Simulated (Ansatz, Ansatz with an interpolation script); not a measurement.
# From a coarse GW mesh to bands everywhere: Ta2O5 (Pm), part 2 of 2

Aim: the G0W0 bands of Ta2O5 (Pm) along the symmetry lines, with the gap off the mesh.

Ansatz 0.2.0; LDA, Wannier functions and G0W0, plane waves, PAW. Known limits of the many-body steps: not at the basis limit; no spin-orbit coupling; coarse k mesh.

So far. Step 3 (Wannier functions (O:2p Ta:5d) on 8×8×4): Near the gap the model misses directly solved bands by 0.2 meV r.m.s. and by 8 meV at most in the window tested. This tests the starting bands, not the corrections carried with them. Step 4 (G0W0 at every point of the mesh: 4×4×2 mesh, 1327 empty …): The gap on the mesh goes from 1.87 eV to 3.27 eV, a correction of +1.40 eV.

## Step 6: LDA+SOC bands, for comparison

The many-body steps leave out spin-orbit coupling, so its effect is taken from a two-component run, with twice the bands.

This step: DFT, LDA with spin-orbit coupling, plane waves, PAW.

input.yaml reads:

```yaml
crystal:
  lattice:
    - [6.2273640003, 0.0, 0.0]
    - [0.0, 3.875383, 0.0]
    - [-0.0001327687, 0.0, 7.4248739991]
  atoms:
    - { symbol: Ta, position: [0.002232, 0.0, 0.000283] }
    - { symbol: Ta, position: [0.002759, 0.0, 0.50068] }
    - { symbol: Ta, position: [0.534189, 0.0, 0.250328] }
    - { symbol: Ta, position: [0.470802, 0.0, 0.750313] }
    - { symbol: O, position: [0.008574, 0.5, 0.001155] }
    - { symbol: O, position: [0.008883, 0.5, 0.499089] }
    - { symbol: O, position: [0.56989, 0.5, 0.250488] }
    - { symbol: O, position: [0.441352, 0.5, 0.750515] }
    - { symbol: O, position: [0.318765, 0.0, 0.063494] }
    - { symbol: O, position: [0.880461, 0.0, 0.250437] }
    - { symbol: O, position: [0.695155, 0.0, 0.568296] }
    - { symbol: O, position: [0.320253, 0.0, 0.438689] }
    - { symbol: O, position: [0.127957, 0.0, 0.750441] }
    - { symbol: O, position: [0.693729, 0.0, 0.933793] }
kpoints:
  mp_grid: { grid: [4, 4, 2] }
  band_path:
    path:
      - [0.0, 0.0, 0.0]
      - [0.0, 0.5, 0.0]
      - [0.0, 0.5, 0.5]
      - [0.0, 0.0, 0.5]
      - [0.0, 0.0, 0.0]
      - [-0.5, 0.0, 0.5]
      - [-0.5, 0.5, 0.5]
      - [0.0, 0.5, 0.0]
      - [-0.5, 0.5, 0.0]
      - [-0.5, 0.0, 0.0]
      - [0.0, 0.0, 0.0]
    npoints: 10
hamiltonian:
  xc: lda
scf:
  occupations: { method: fermi_dirac, width: 0.02 }
  n_extra_bands: 16
magnetization:
  noncollinear: true
  spin_orbit: true
output:
  eigenvalues: true
```

Command:

```sh
ansatz run input.yaml --threads 16 --pin off --max-ram 64512MiB --backend cuda --events-out ev --progress --plain --runs-dir out --devices 1 --max-vram 78GiB
```

Wall time 3.5 s (1 × NVIDIA GB200 (shared by 2 runs) with 16 threads of Arm Neoverse V2, shared host); peak memory 2.7 GiB.

This step gave:

```
filled bands         : 112
gap                  : 1.854 eV
valence top at       : k = (0.000, -0.500, 0.000)
conduction bottom at : k = Γ
least direct gap     : 2.521 eV
```

The gap stands −0.02 eV against LDA.

## Step 7: HSE06 bands, for comparison

This step: DFT, HSE06, plane waves, PAW.

Changes to input.yaml since step 6:

```diff
@@ -21,3 +21,3 @@
 kpoints:
-  mp_grid: { grid: [4, 4, 2] }
+  mp_grid: { grid: [2, 4, 2] }
   band_path:
@@ -37,9 +37,6 @@
 hamiltonian:
-  xc: lda
+  xc: hse06
 scf:
-  occupations: { method: fermi_dirac, width: 0.02 }
-  n_extra_bands: 16
-magnetization:
-  noncollinear: true
-  spin_orbit: true
+  occupations: { method: fixed }
+  n_extra_bands: 8
 output:
```

Elapsed: 51 s, on 1 × NVIDIA GB200 (shared by 2 runs) with 16 threads; peak memory 1.5 GiB; 6.9 min of CPU time.

Numbers from this step:

```
filled bands         : 56
gap                  : 3.413 eV
valence top at       : Z
conduction bottom at : Γ
least direct gap     : 4.034 eV
```

The gap stands +1.54 eV against LDA.

The electronic bands at the labelled points (eV, zero at the top of the highest nominally filled band):

| point | band 53 | band 54 | band 55 | band 56 | band 57 | band 58 | band 59 | band 60 |
| --- | --- | --- | --- | --- | --- | --- | --- | --- |
| Γ | -0.82 | -0.77 | -0.75 | -0.62 | 3.41 | 4.06 | 4.30 | 4.81 |
| halfway | -0.88 | -0.63 | -0.59 | -0.45 | 4.83 | 4.89 | 5.14 | 5.23 |
| Z | -0.75 | -0.48 | -0.37 | 0.00 | 4.86 | 4.96 | 5.29 | 6.84 |
| halfway | -0.84 | -0.53 | -0.34 | -0.07 | 5.02 | 5.13 | 5.45 | 6.47 |
| D | -0.65 | -0.64 | -0.22 | -0.21 | 5.24 | 5.32 | 5.82 | 5.82 |
| halfway | -0.75 | -0.74 | -0.55 | -0.55 | 5.09 | 5.09 | 5.41 | 5.47 |
| B | -0.91 | -0.87 | -0.81 | -0.78 | 3.82 | 3.83 | 4.74 | 4.77 |
| halfway | -0.92 | -0.81 | -0.77 | -0.75 | 3.54 | 4.14 | 4.28 | 4.98 |
| Γ | -0.82 | -0.77 | -0.75 | -0.62 | 3.41 | 4.06 | 4.30 | 4.81 |
| halfway | -0.96 | -0.88 | -0.82 | -0.73 | 3.67 | 4.01 | 4.10 | 4.64 |
| A | -1.02 | -1.01 | -0.77 | -0.75 | 3.71 | 3.75 | 4.69 | 4.70 |
| halfway | -0.82 | -0.82 | -0.64 | -0.63 | 4.72 | 4.85 | 5.32 | 5.34 |
| E | -0.73 | -0.73 | -0.29 | -0.28 | 4.77 | 4.91 | 6.43 | 6.54 |
| halfway | -0.97 | -0.36 | -0.31 | -0.17 | 4.72 | 4.99 | 5.79 | 6.69 |
| Z | -0.75 | -0.48 | -0.37 | 0.00 | 4.86 | 4.96 | 5.29 | 6.84 |
| halfway | -1.15 | -0.36 | -0.27 | -0.08 | 4.45 | 4.95 | 5.66 | 6.80 |
| C2 | -0.74 | -0.59 | -0.22 | -0.12 | 4.27 | 4.94 | 5.59 | 6.74 |
| halfway | -0.83 | -0.67 | -0.64 | -0.59 | 4.23 | 4.89 | 5.22 | 5.42 |
| Y2 | -0.91 | -0.91 | -0.83 | -0.70 | 3.74 | 3.84 | 3.88 | 4.12 |
| halfway | -0.87 | -0.87 | -0.81 | -0.68 | 3.55 | 3.92 | 4.09 | 4.37 |
| Γ | -0.82 | -0.77 | -0.75 | -0.62 | 3.41 | 4.06 | 4.30 | 4.81 |

## Step 8: Outcome

```json
{
  "LDA gap": "1.87 eV",
  "G0W0 gap over the zone": "3.27 eV, indirect",
  "least direct G0W0 gap, in the model": "3.96 eV",
  "with the spin-orbit change": "3.25 eV",
  "GW settings": "4×4×2 mesh, 1327 empty bands, screening to 220 eV",
  "known limits": "not at the basis limit; no spin-orbit coupling; coarse k mesh"
}
```

In words: The Wannier model follows the LDA bands to under 1 meV r.m.s. near the gap. The G0W0 gap over the zone is 3.27 eV, indirect, from Z to Γ; on the mesh alone it is 3.27 eV, nearly the same. The valence width in the model goes from 6.64 eV to 6.67 eV. At the band edge the lightest electron mass is 0.24 m_e at the start and 0.24 m_e in G0W0; the G0W0 masses rest on corrections from the 4×4×2 mesh alone and are rough. LDA+SOC gives a gap of 1.85 eV on the same path, a spin-orbit change of −0.02 eV that would bring the G0W0 gap to 3.25 eV. HSE06 gives a gap of 3.41 eV on the same path. Bands and cutoff are finite, so the gap is not at the basis limit. The miss can reach some tenths of an eV and take either sign; the mesh is an error of its own. Above the frozen window of the model the interpolated levels need not meet the computed ones, even at points of the mesh. The 4×4×2 mesh is coarse for this cell (its supercell is 15 Å along the shortest edge). The RPA ε∞ on it, from the LDA start, is 5.07, 5.50 and 7.67; such meshes misread the long-range screening, most where the gap is narrow.

[Paths, hosts, dates, memory and timing lines, banners, echoed tables and standing remarks are left out of the program output.]

[Logs are printed without paths, hosts, clocks, repeated set-up lines and the standing remarks that a program may print on its own settings, such as how far it seeks lower states.]

[Runs of the session that timed out or met a known fault of the program may be left out.]

[Hosts, paths, dates, database ids (printed as entryN), source tags and the programs' standing remarks are cut or masked in the printed files.]
